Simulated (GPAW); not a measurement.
# Al2Cu (P4/mmm): the Al K absorption edge

Aim: the near-edge shape at the Al K edge of Al2Cu (P4/mmm), and what the core hole does to it.

Main program and level: GPAW 26.7.0; X-ray absorption from dipole matrix elements to empty bands, plane-wave PAW LDA.

This is a report of a sequence of runs, with most program output left out.

## 1. Starting point

The structure is tetragonal, space group P4/mmm (No. 123). Conventional cell: a = 4.105 Å, b = 4.105 Å, c = 2.891 Å, α = 90.00°, β = 90.00°, γ = 90.00°. Cu has 8 Al at 2.51 Å nearest. Al has 4 Cu at 2.51 Å nearest. Farther neighbours are not listed.

As a file:

```cif
data_structure
_symmetry_space_group_name_H-M 'P4/mmm'
_symmetry_Int_Tables_number 123
_cell_length_a 4.1052
_cell_length_b 4.1052
_cell_length_c 2.8913
_cell_angle_alpha 90.000
_cell_angle_beta 90.000
_cell_angle_gamma 90.000
_cell_volume 48.73
loop_
_atom_site_label
_atom_site_type_symbol
_atom_site_symmetry_multiplicity
_atom_site_Wyckoff_symbol
_atom_site_fract_x
_atom_site_fract_y
_atom_site_fract_z
_atom_site_occupancy
Cu1 Cu 1 a 0.00000 0.00000 0.00000 1
Al1 Al 2 e 0.00000 0.50000 0.50000 1
```

## 2. Ground state of the crystal

The ground state comes first: it tells whether the system has a gap, which decides how the excited electron is treated.

Contents of scf.py:

```python
import numpy as np
from ase import Atoms
from ase.parallel import parprint, paropen
from gpaw import GPAW, PW, FermiDirac, Mixer, MixerDif, setup_paths
from gpaw.test import gen
setup_paths.insert(0, '.')
gen('Al', name='nch1s', xcname='LDA', corehole=(1, 0, 0), write_xml=True)
from gpaw.mpi import world
world.barrier()

atoms = Atoms('CuAl2',
    cell=[[4.105182, 0, 0],
     [0, 4.105182, 0],
     [0, 0, 2.891313]],
    scaled_positions=[[0, 0, 0],
     [0, 0.5, 0.5],
     [0.5, 0, 0.5]],
    pbc=True)
atoms.calc = calc = GPAW(legacy_gpaw=True, mode=PW(430), xc='LDA', setups={1: 'nch1s'},
    kpts={'size': (6, 6, 9), 'gamma': True}, occupations=FermiDirac(0.05),
    charge=0, mixer=Mixer(0.1, 5, 50), maxiter=150,
    convergence={'density': 0.0001}, txt='scf.txt')
energy = atoms.get_potential_energy() + calc.get_reference_energy()
ef = calc.get_fermi_level()
out = dict(energy=energy, fermi=ef, forces=atoms.get_forces().tolist())
parprint(f'all-electron energy {energy:.4f} eV, Fermi level {ef:.4f} eV')
ev = np.array([[calc.get_eigenvalues(k, s) for k in range(len(calc.get_ibz_k_points()))] for s in range(calc.get_number_of_spins())])
out['homo'], out['lumo'], out['counts'] = ev[ev < ef].max(), ev[ev > ef].min(), sorted(set((ev < ef).sum((0, 2)).tolist()))
out['filled'] = (ev[:, 0] < ef).sum(1).tolist()
import json
with paropen('out.json', 'w') as f:
    json.dump(out, f)
```

Launch:

```console
$ OMP_NUM_THREADS=1 mpirun -n 4 gpaw python scf.py
```

Run time: 5.6 s. Hardware: 4 MPI ranks of Arm Neoverse V2, shared host; peak memory 0.17 GiB.

The mesh shows no gap, so the system is treated as a metal and the core electron is put at the Fermi level (neutral cell).

## 3. Spectrum without a core hole, Al atom 2

Without a hole the spectrum is the empty density of states of the right symmetry on the absorber, weighted by matrix elements. It needs only the small cell and serves as the baseline. The data set with a hole of occupation 0 only carries the core orbital.

The absorber has 4 Cu at 2.51 Å, 2 Al at 2.89 Å and 4 Al at 2.90 Å (10-fold, site symmetry mmm).

Contents of xas.py:

```python
import numpy as np
from ase import Atoms
from ase.parallel import parprint, paropen
from gpaw import GPAW, PW, FermiDirac, Mixer, MixerDif, setup_paths
from gpaw.test import gen
setup_paths.insert(0, '.')
gen('Al', name='nch1s', xcname='LDA', corehole=(1, 0, 0), write_xml=True)
from gpaw.mpi import world
world.barrier()

atoms = Atoms('CuAl2',
    cell=[[4.105182, 0, 0],
     [0, 4.105182, 0],
     [0, 0, 2.891313]],
    scaled_positions=[[0, 0, 0],
     [0, 0.5, 0.5],
     [0.5, 0, 0.5]],
    pbc=True)
atoms.calc = calc = GPAW(legacy_gpaw=True, mode=PW(430), xc='LDA', setups={1: 'nch1s'},
    kpts={'size': (8, 8, 12), 'gamma': True}, occupations=FermiDirac(0.1),
    charge=0, mixer=Mixer(0.1, 5, 50), maxiter=150,
    convergence={'density': 0.0001}, txt='scf.txt')
energy = atoms.get_potential_energy() + calc.get_reference_energy()
ef = calc.get_fermi_level()
out = dict(energy=energy, fermi=ef, forces=atoms.get_forces().tolist())
parprint(f'all-electron energy {energy:.4f} eV, Fermi level {ef:.4f} eV')
ev = np.array([[calc.get_eigenvalues(k, s) for k in range(len(calc.get_ibz_k_points()))] for s in range(calc.get_number_of_spins())])
out['homo'], out['lumo'], out['counts'] = ev[ev < ef].max(), ev[ev > ef].min(), sorted(set((ev < ef).sum((0, 2)).tolist()))
out['filled'] = (ev[:, 0] < ef).sum(1).tolist()

from ase.units import Ha
from gpaw.xas import dipole_matrix_elements
nb = int(calc.get_number_of_electrons() / 2) + 32
top = nb
nscf = calc.fixed_density(kpts={'size': (5, 5, 7), 'gamma': True},
    convergence={'eigenstates': 1.0}, txt='nscf.txt')
nscf.diagonalize_full_hamiltonian(nbands=nb)
cell = atoms.cell.array
ops = [cell.T @ U.T @ np.linalg.inv(cell.T) for U in nscf.wfs.kd.symmetry.op_scc]
E = np.arange(-25, 34, 0.1)
fwhm = np.interp(E, [4, 25], [0.9, 3.5])
Y, X, zero, highest = 0, 0, 1e9, 1e9
for spin in range(nscf.get_number_of_spins()):
    wfs = nscf.wfs
    A = dipole_matrix_elements(wfs.setups[1])
    eps = np.zeros((wfs.kd.nibzkpts, nb))
    d = np.zeros((3, A.shape[1], wfs.kd.nibzkpts, nb), complex)
    for kpt in wfs.kpt_u:
        if kpt.s == spin and 1 in kpt.P_ani:
            eps[kpt.k] = kpt.eps_n * Ha
            d[:, :, kpt.k] = (kpt.weight * wfs.nspins / 2) ** 0.5 * np.inner(A, kpt.P_ani[1])
    world.sum(eps)
    world.sum(d)
    T = np.einsum('amkn,bmkn->abkn', d, d.conj()).real
    T = sum(np.einsum('ai,ijkn,bj->abkn', R, T, R) for R in ops) / len(ops)
    empty = eps > ef
    zero, highest = min(zero, eps[empty].min()), min(highest, eps[:, top - 1].min())
    lines = [(eps, T, empty)] if spin == 0 else lines + [(eps, T, empty)]
for eps, T, empty in lines:
    f = np.einsum('aakn->akn', T).reshape(3, -1)
    x = eps.ravel() - zero
    w = np.interp(x, E, fwhm) / 2.35482
    g = np.exp(-0.5 * ((E[:, None] - x) / w) ** 2) / (w * (2 * np.pi) ** 0.5)
    Y = Y + (f * empty.ravel()) @ g.T
    X = X + (f * ~empty.ravel()) @ g.T
out.update(E=E.round(2).tolist(), xas=Y.tolist(), xes=X.tolist(), zero=zero, valid=highest - zero, nk=len(eps), nb=nb)
for i in range(0, len(E), 10):
    parprint(f'{E[i]:7.2f}', *(f'{v:10.3e}' for v in Y[:, i]))
import json
with paropen('out.json', 'w') as f:
    json.dump(out, f)
```

Launch:

```console
$ OMP_NUM_THREADS=1 mpirun -n 4 gpaw python xas.py
```

The job ended after 30 s (4 MPI ranks; peak memory 0.31 GiB; 2 min of CPU time).

The Al K spectrum, Al atom 2, no core hole (energy from the lowest empty level; intensity scaled to a mean of 1 over the first 20 eV; polarised curves are means over the symmetry-equivalent atoms):

```csv
E (eV),isotropic,ε ⊥ c,ε ∥ c
-2.0,0.00,0.00,0.00
-1.0,0.01,0.00,0.01
0.0,0.27,0.21,0.39
1.0,0.50,0.48,0.54
2.0,0.68,0.78,0.49
3.0,0.80,0.73,0.93
4.0,1.03,1.08,0.92
5.0,0.75,0.78,0.69
6.0,1.09,1.05,1.18
7.0,1.12,1.12,1.10
8.0,1.10,1.12,1.06
9.0,1.19,1.26,1.05
10.0,1.19,1.18,1.21
11.0,1.01,0.94,1.15
12.0,1.10,1.10,1.12
13.0,1.15,1.18,1.08
14.0,1.16,1.13,1.21
15.0,1.17,1.13,1.27
16.0,1.06,1.06,1.06
17.0,1.07,1.07,1.07
18.0,1.11,1.10,1.12
19.0,1.07,1.07,1.06
20.0,0.97,0.96,0.98
21.0,0.82,0.80,0.85
22.0,0.67,0.67,0.68
23.0,0.60,0.62,0.55
24.0,0.58,0.61,0.53
25.0,0.60,0.61,0.56
26.0,0.62,0.62,0.62
27.0,0.64,0.63,0.66
28.0,0.67,0.66,0.69
29.0,0.71,0.72,0.71
```

Main maxima below 24 eV (height): 1.6 eV (0.70), 4.0 eV (1.03), 6.5 eV (1.19), 9.6 eV (1.22), 12.7 eV (1.16), 14.7 eV (1.19) and 18.0 eV (1.11). A K edge sees empty p states on the absorber.

The same matrix elements for filled bands give the Al K emission of Al atom 2 (ground-state approximation; energy from the lowest empty level, largest value 1):

```csv
E (eV),emission
-24.00,0.00
-23.25,0.00
-22.50,0.00
-21.75,0.00
-21.00,0.00
-20.25,0.00
-19.50,0.00
-18.75,0.00
-18.00,0.00
-17.25,0.00
-16.50,0.00
-15.75,0.00
-15.00,0.00
-14.25,0.00
-13.50,0.00
-12.75,0.00
-12.00,0.00
-11.25,0.00
-10.50,0.01
-9.75,0.03
-9.00,0.09
-8.25,0.10
-7.50,0.15
-6.75,0.21
-6.00,0.30
-5.25,0.67
-4.50,0.82
-3.75,0.40
-3.00,0.61
-2.25,0.75
-1.50,0.69
-0.75,0.98
0.00,0.45
0.75,0.02
1.50,0.00
2.25,0.00
3.00,0.00
```

Emission maxima: -4.8 eV (0.90), -2.4 eV (0.76) and -0.6 eV (1.00).

## 4. Reference energy of the supercell

The photon energy needs a difference of total energies, so the cell and mesh of the coming hole run are first run without a hole.

scf.py: that of step 2 with these lines changed.

```diff
@@ -10,12 +10,33 @@
 
-atoms = Atoms('CuAl2',
-    cell=[[4.105182, 0, 0],
-     [0, 4.105182, 0],
-     [0, 0, 2.891313]],
+atoms = Atoms('Cu8Al16',
+    cell=[[4.105182, 4.105182, 5.782626],
+     [-4.105182, 4.105182, -5.782626],
+     [-4.105182, -4.105182, 5.782626]],
     scaled_positions=[[0, 0, 0],
      [0, 0.5, 0.5],
-     [0.5, 0, 0.5]],
+     [0.25, 0, 0.25],
+     [0.5, 0.5, 0],
+     [0.25, 0.5, 0.75],
+     [0.5, 0, 0.5],
+     [0.75, 0.5, 0.25],
+     [0.75, 0, 0.75],
+     [0.375, 0.25, 0.125],
+     [0.375, 0.75, 0.625],
+     [0.625, 0.25, 0.375],
+     [0.875, 0.75, 0.125],
+     [0.625, 0.75, 0.875],
+     [0.875, 0.25, 0.625],
+     [0.125, 0.75, 0.375],
+     [0.125, 0.25, 0.875],
+     [0.125, 0.75, 0.875],
+     [0.125, 0.25, 0.375],
+     [0.375, 0.75, 0.125],
+     [0.625, 0.25, 0.875],
+     [0.375, 0.25, 0.625],
+     [0.625, 0.75, 0.375],
+     [0.875, 0.25, 0.125],
+     [0.875, 0.75, 0.625]],
     pbc=True)
-atoms.calc = calc = GPAW(legacy_gpaw=True, mode=PW(430), xc='LDA', setups={1: 'nch1s'},
-    kpts={'size': (6, 6, 9), 'gamma': True}, occupations=FermiDirac(0.05),
+atoms.calc = calc = GPAW(legacy_gpaw=True, mode=PW(430), xc='LDA', setups={8: 'nch1s'},
+    kpts={'size': (3, 3, 3), 'gamma': True}, occupations=FermiDirac(0.1),
     charge=0, mixer=Mixer(0.1, 5, 50), maxiter=150,
```

Launch:

```console
$ OMP_NUM_THREADS=1 mpirun -n 4 gpaw python scf.py
```

The job ended after 58 s (4 MPI ranks; peak memory 0.33 GiB).

Reference energy: -464967.970 eV with the cores included.

## 5. Spectrum with XCH, Al atom 2

The holes are 8.2 Å apart. In GPAW the data set carries the hole's charge, so charge=0 means a charged cell and charge=-1 a neutral one. The excited electron is kept in the cell, where it fills the lowest empty states and screens the hole. After the field has converged, empty bands are computed with the density fixed and the dipole matrix elements are summed.

xas.py: that of step 3 with these lines changed.

```diff
@@ -6,3 +6,3 @@
 setup_paths.insert(0, '.')
-gen('Al', name='nch1s', xcname='LDA', corehole=(1, 0, 0), write_xml=True)
+gen('Al', name='fch1s', xcname='LDA', corehole=(1, 0, 1), write_xml=True)
 from gpaw.mpi import world
@@ -10,13 +10,34 @@
 
-atoms = Atoms('CuAl2',
-    cell=[[4.105182, 0, 0],
-     [0, 4.105182, 0],
-     [0, 0, 2.891313]],
+atoms = Atoms('Cu8Al16',
+    cell=[[4.105182, 4.105182, 5.782626],
+     [-4.105182, 4.105182, -5.782626],
+     [-4.105182, -4.105182, 5.782626]],
     scaled_positions=[[0, 0, 0],
      [0, 0.5, 0.5],
-     [0.5, 0, 0.5]],
+     [0.25, 0, 0.25],
+     [0.5, 0.5, 0],
+     [0.25, 0.5, 0.75],
+     [0.5, 0, 0.5],
+     [0.75, 0.5, 0.25],
+     [0.75, 0, 0.75],
+     [0.375, 0.25, 0.125],
+     [0.375, 0.75, 0.625],
+     [0.625, 0.25, 0.375],
+     [0.875, 0.75, 0.125],
+     [0.625, 0.75, 0.875],
+     [0.875, 0.25, 0.625],
+     [0.125, 0.75, 0.375],
+     [0.125, 0.25, 0.875],
+     [0.125, 0.75, 0.875],
+     [0.125, 0.25, 0.375],
+     [0.375, 0.75, 0.125],
+     [0.625, 0.25, 0.875],
+     [0.375, 0.25, 0.625],
+     [0.625, 0.75, 0.375],
+     [0.875, 0.25, 0.125],
+     [0.875, 0.75, 0.625]],
     pbc=True)
-atoms.calc = calc = GPAW(legacy_gpaw=True, mode=PW(430), xc='LDA', setups={1: 'nch1s'},
-    kpts={'size': (8, 8, 12), 'gamma': True}, occupations=FermiDirac(0.1),
-    charge=0, mixer=Mixer(0.1, 5, 50), maxiter=150,
+atoms.calc = calc = GPAW(legacy_gpaw=True, mode=PW(430), xc='LDA', setups={8: 'fch1s'},
+    kpts={'size': (3, 3, 3), 'gamma': True}, occupations=FermiDirac(0.1),
+    charge=-1, mixer=Mixer(0.1, 5, 50), maxiter=150,
     convergence={'density': 0.0001}, txt='scf.txt')
@@ -32,10 +53,9 @@
 from gpaw.xas import dipole_matrix_elements
-nb = int(calc.get_number_of_electrons() / 2) + 32
-top = nb
-nscf = calc.fixed_density(kpts={'size': (5, 5, 7), 'gamma': True},
-    convergence={'eigenstates': 1.0}, txt='nscf.txt')
-nscf.diagonalize_full_hamiltonian(nbands=nb)
+nb = int(calc.get_number_of_electrons() / 2) + 234
+top, nb = nb, nb + 8 + nb // 12
+nscf = calc.fixed_density(kpts={'size': (4, 4, 4), 'gamma': True}, nbands=nb,
+    convergence={'bands': top, 'eigenstates': 1e-5}, maxiter=60, txt='nscf.txt')
 cell = atoms.cell.array
 ops = [cell.T @ U.T @ np.linalg.inv(cell.T) for U in nscf.wfs.kd.symmetry.op_scc]
-E = np.arange(-25, 34, 0.1)
+E = np.arange(-6, 34, 0.1)
 fwhm = np.interp(E, [4, 25], [0.9, 3.5])
@@ -44,3 +64,3 @@
     wfs = nscf.wfs
-    A = dipole_matrix_elements(wfs.setups[1])
+    A = dipole_matrix_elements(wfs.setups[8])
     eps = np.zeros((wfs.kd.nibzkpts, nb))
@@ -48,5 +68,5 @@
     for kpt in wfs.kpt_u:
-        if kpt.s == spin and 1 in kpt.P_ani:
+        if kpt.s == spin and 8 in kpt.P_ani:
             eps[kpt.k] = kpt.eps_n * Ha
-            d[:, :, kpt.k] = (kpt.weight * wfs.nspins / 2) ** 0.5 * np.inner(A, kpt.P_ani[1])
+            d[:, :, kpt.k] = (kpt.weight * wfs.nspins / 2) ** 0.5 * np.inner(A, kpt.P_ani[8])
     world.sum(eps)
```

Launch:

```console
$ OMP_NUM_THREADS=1 mpirun -n 4 gpaw python xas.py
```

The job ended after 11 min (4 MPI ranks; peak memory 0.84 GiB).

The Al K spectrum, Al atom 2, excited-electron core hole (neutral cell) (energy from the lowest empty level; intensity scaled to a mean of 1 over the first 20 eV; polarised curves are means over the symmetry-equivalent atoms):

```csv
E (eV),isotropic,ε ⊥ c,ε ∥ c
-2.0,0.00,0.00,0.00
-1.5,0.00,0.00,0.00
-1.0,0.00,0.01,0.00
-0.5,0.10,0.11,0.08
0.0,0.48,0.50,0.44
0.5,0.75,0.77,0.72
1.0,0.93,0.92,0.94
1.5,1.06,1.07,1.04
2.0,1.11,1.16,1.02
2.5,1.08,1.11,1.03
3.0,0.98,0.95,1.04
3.5,1.08,1.09,1.05
4.0,1.24,1.26,1.20
4.5,1.26,1.22,1.35
5.0,1.13,1.09,1.19
5.5,1.25,1.25,1.27
6.0,1.35,1.36,1.33
6.5,1.23,1.26,1.17
7.0,1.13,1.16,1.06
7.5,1.08,1.09,1.04
8.0,1.12,1.14,1.08
8.5,1.22,1.23,1.19
9.0,1.24,1.22,1.28
9.5,1.17,1.13,1.23
10.0,1.08,1.05,1.13
10.5,0.98,0.96,1.02
11.0,0.90,0.88,0.94
11.5,0.88,0.86,0.92
12.0,0.93,0.91,0.97
12.5,0.98,0.97,1.01
13.0,0.98,0.97,1.01
13.5,0.95,0.94,0.98
14.0,0.93,0.92,0.95
14.5,0.93,0.93,0.94
15.0,0.95,0.95,0.94
15.5,0.95,0.95,0.94
16.0,0.93,0.93,0.93
16.5,0.90,0.90,0.91
17.0,0.86,0.86,0.88
17.5,0.83,0.82,0.84
18.0,0.79,0.79,0.80
18.5,0.75,0.75,0.76
19.0,0.72,0.72,0.71
19.5,0.68,0.68,0.67
20.0,0.64,0.65,0.63
20.5,0.61,0.62,0.60
21.0,0.59,0.60,0.57
21.5,0.57,0.58,0.55
22.0,0.55,0.56,0.53
22.5,0.53,0.54,0.52
23.0,0.52,0.53,0.50
23.5,0.51,0.52,0.49
24.0,0.52,0.53,0.49
24.5,0.53,0.54,0.51
25.0,0.55,0.56,0.53
25.5,0.57,0.58,0.56
26.0,0.59,0.60,0.59
26.5,0.62,0.62,0.62
27.0,0.64,0.64,0.64
27.5,0.67,0.67,0.67
28.0,0.70,0.70,0.70
28.5,0.74,0.74,0.73
29.0,0.78,0.78,0.77
29.5,0.82,0.82,0.82
```

Main maxima below 24 eV (height): 2.2 eV (1.12), 4.3 eV (1.28), 5.9 eV (1.36), 8.8 eV (1.24), 12.8 eV (0.99) and 15.3 eV (0.95). 

The total-energy difference is 1563.72 eV. One term is added: -13.88 eV, since the hole is spin-paired here and a spin-polarised one costs that much less in the free atom (computed apart). The photon energy is then 1549.84 eV. The tabulated edge of the element is 1559 eV. The functional leaves an error in such absolute values: in the free atom LDA prices this hole 7.2 eV below PBE (computed apart), and PBE is itself good to a few eV.

## 6. Spectrum with FCH, Al atom 2

The holes are 8.2 Å apart. In GPAW the data set carries the hole's charge, so charge=0 means a charged cell and charge=-1 a neutral one. The excited electron is left out and a uniform background balances the charge. After the field has converged, empty bands are computed with the density fixed and the dipole matrix elements are summed.

Changed against the first core-hole run: core hole to FCH.

xas.py: that of step 5 with these lines changed.

```diff
@@ -41,3 +41,3 @@
     kpts={'size': (3, 3, 3), 'gamma': True}, occupations=FermiDirac(0.1),
-    charge=-1, mixer=Mixer(0.1, 5, 50), maxiter=150,
+    charge=0, mixer=Mixer(0.1, 5, 50), maxiter=150,
     convergence={'density': 0.0001}, txt='scf.txt')
```

Run time: 10 min. Hardware: 4 MPI ranks; peak memory 0.84 GiB; 42 min of CPU time.

```csv
E (eV),first run,this run
-2.0,0.00,0.00
-1.0,0.00,0.00
0.0,0.48,0.44
1.0,0.93,0.88
2.0,1.11,1.10
3.0,0.98,1.00
4.0,1.24,1.20
5.0,1.13,1.15
6.0,1.35,1.35
7.0,1.13,1.15
8.0,1.12,1.10
9.0,1.24,1.24
10.0,1.08,1.10
11.0,0.90,0.92
12.0,0.93,0.91
13.0,0.98,0.98
14.0,0.93,0.93
15.0,0.95,0.94
16.0,0.93,0.94
17.0,0.86,0.87
18.0,0.79,0.80
19.0,0.72,0.72
20.0,0.64,0.65
21.0,0.59,0.59
22.0,0.55,0.56
23.0,0.52,0.52
24.0,0.52,0.51
25.0,0.55,0.54
26.0,0.59,0.59
27.0,0.64,0.63
28.0,0.70,0.69
29.0,0.78,0.77
```

The scaled spectrum changes by 2 % r.m.s. The highest intensity below 16 eV goes from 5.9 eV (1.36) to 6.0 eV (1.35).

The photon energy of the zero moves by -0.06 eV.

## 7. Reference energy of the supercell

The cell changes for the next run, so it gets a reference energy of its own.

Contents of scf.py:

```python
import numpy as np
from ase import Atoms
from ase.parallel import parprint, paropen
from gpaw import GPAW, PW, FermiDirac, Mixer, MixerDif, setup_paths
from gpaw.test import gen
setup_paths.insert(0, '.')
gen('Al', name='nch1s', xcname='LDA', corehole=(1, 0, 0), write_xml=True)
from gpaw.mpi import world
world.barrier()

atoms = Atoms('Cu4Al8',
    cell=[[-4.105182, 4.105182, 0],
     [-4.105182, -4.105182, 0],
     [4.105182, 0, 5.782626]],
    scaled_positions=[[0, 0, 0],
     [0.5, 0.5, 0],
     [0.25, 0.25, 0.5],
     [0.75, 0.75, 0.5],
     [0.375, 0.875, 0.25],
     [0.875, 0.375, 0.25],
     [0.625, 0.125, 0.75],
     [0.125, 0.625, 0.75],
     [0.875, 0.875, 0.25],
     [0.375, 0.375, 0.25],
     [0.125, 0.125, 0.75],
     [0.625, 0.625, 0.75]],
    pbc=True)
atoms.calc = calc = GPAW(legacy_gpaw=True, mode=PW(430), xc='LDA', setups={4: 'nch1s'},
    kpts={'size': (3, 3, 3), 'gamma': True}, occupations=FermiDirac(0.1),
    charge=0, mixer=Mixer(0.1, 5, 50), maxiter=150,
    convergence={'density': 0.0001}, txt='scf.txt')
energy = atoms.get_potential_energy() + calc.get_reference_energy()
ef = calc.get_fermi_level()
out = dict(energy=energy, fermi=ef, forces=atoms.get_forces().tolist())
parprint(f'all-electron energy {energy:.4f} eV, Fermi level {ef:.4f} eV')
ev = np.array([[calc.get_eigenvalues(k, s) for k in range(len(calc.get_ibz_k_points()))] for s in range(calc.get_number_of_spins())])
out['homo'], out['lumo'], out['counts'] = ev[ev < ef].max(), ev[ev > ef].min(), sorted(set((ev < ef).sum((0, 2)).tolist()))
out['filled'] = (ev[:, 0] < ef).sum(1).tolist()
import json
with paropen('out.json', 'w') as f:
    json.dump(out, f)
```

Launch:

```console
$ OMP_NUM_THREADS=1 mpirun -n 4 gpaw python scf.py
```

The job ended after 18 s (4 MPI ranks; peak memory 0.23 GiB).

Reference energy: -232483.978 eV with the cores included.

(Part 1 of 2 ends here.)

[Logs are printed without paths, hosts, clocks, repeated set-up lines and the standing remarks that a program may print on its own settings, such as how far it seeks lower states.]

[Hosts, paths, dates, database ids (printed as entryN), source tags and the programs' standing remarks are cut or masked in the printed files.]

[Lists of maxima count a maximum above −3 eV only where it reaches 4 % of the highest in the window and stands out from its surroundings by 2 % of it (1.5 % where it reaches 55 %); shoulders and weaker maxima are passed over, and of the rest the first, up to two pre-edge ones and the few strongest are named.]
